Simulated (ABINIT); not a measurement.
**MgS (F-43m): a self-consistent loop beyond G0W0, cycle by cycle**

It takes space group F-43m (No. 216, cubic). Conventional cell: a = 5.666 Å, b = 5.666 Å, c = 5.666 Å, α = 90.00°, β = 90.00°, γ = 90.00°. Nearest to Mg lie 4 S at 2.45 Å. S has 4 Mg at 2.45 Å nearest. Farther neighbours, and contacts between anions beyond the nearest, are not listed.

```
method         : RPA screening on LDA, plane waves, norm-conserving pseudopotentials (and 3 further levels or steps)
program        : ABINIT 10.8.3
settings       : cutoff 38 Ha, PseudoDojo scalar-relativistic 0.4.1 standard, norm-conserving, ngkpt (4, 4, 4), nband 38, ecuteps 3.9 Ha, inclvkb 2, shiftk (0, 0, 0), frequency ppm, 4×4×4 k-mesh
cost           : 7 runs, 2.2 min in all on 4 MPI ranks of Intel Xeon Platinum 8488C (Sapphire Rapids), shared host
notes          : The cell and positions are those that the Materials Project relaxed with its own functionals (PBE, PBE+U or r2SCAN), kept fixed. This is not the form that MgS usually takes at ambient conditions. The first cycle of evGW0 takes the full correction, without the factor Z, so it overshoots the one-shot value. The 4×4×4 mesh is coarse for this cell, which bears on the long-range parts of exchange and screening.
G0W0           : 4.922 eV
evGW0, cycle 1 : 5.363 eV
evGW0, cycle 2 : 5.185 eV
evGW0, cycle 3 : 5.202 eV
evGW0, cycle 4 : 5.199 eV
known limits   : short of the basis limit; coarse k mesh
```

Only the bands that the input lists are updated; the higher empty ones keep the functional's energies. evGW0 ends at 5.20 eV, +0.28 eV from G0W0, after 4 cycles that took 2 min beside the first screening; the last moved the gap by 0.003 eV.

[Long decimals in the printed logs are rounded to 6 places.]

[Logs are printed without paths, hosts, clocks, repeated set-up lines and the standing remarks that a program may print on its own settings, such as how far it seeks lower states.]

[Paths, hosts, dates, memory and timing lines, banners, echoed tables and standing remarks are left out of the program output; an Ansatz launch command may be rebuilt from the run's recorded settings. Measured values are a selection of at most five: reports struck by readers or far from the other reports are left out. None is set beside runs whose start may be inverted or whose files or cutoffs have a known fault.]

[Runs of the session that timed out or met a known fault of the program may be left out.]

[Hosts, paths, dates, database ids (printed as entryN), source tags and the programs' standing remarks are cut or masked in the printed files.]

[G0W0 gaps are taken among the corrected bands and points alone; a level outside them can change the order at an edge.]

[Where Ansatz stands beside ABINIT at settings called matched, ABINIT's density can come from a denser mesh and the files from another edition; pairs whose starting gaps differed by over 0.03 eV were left out, so agreement reads better than it is.]
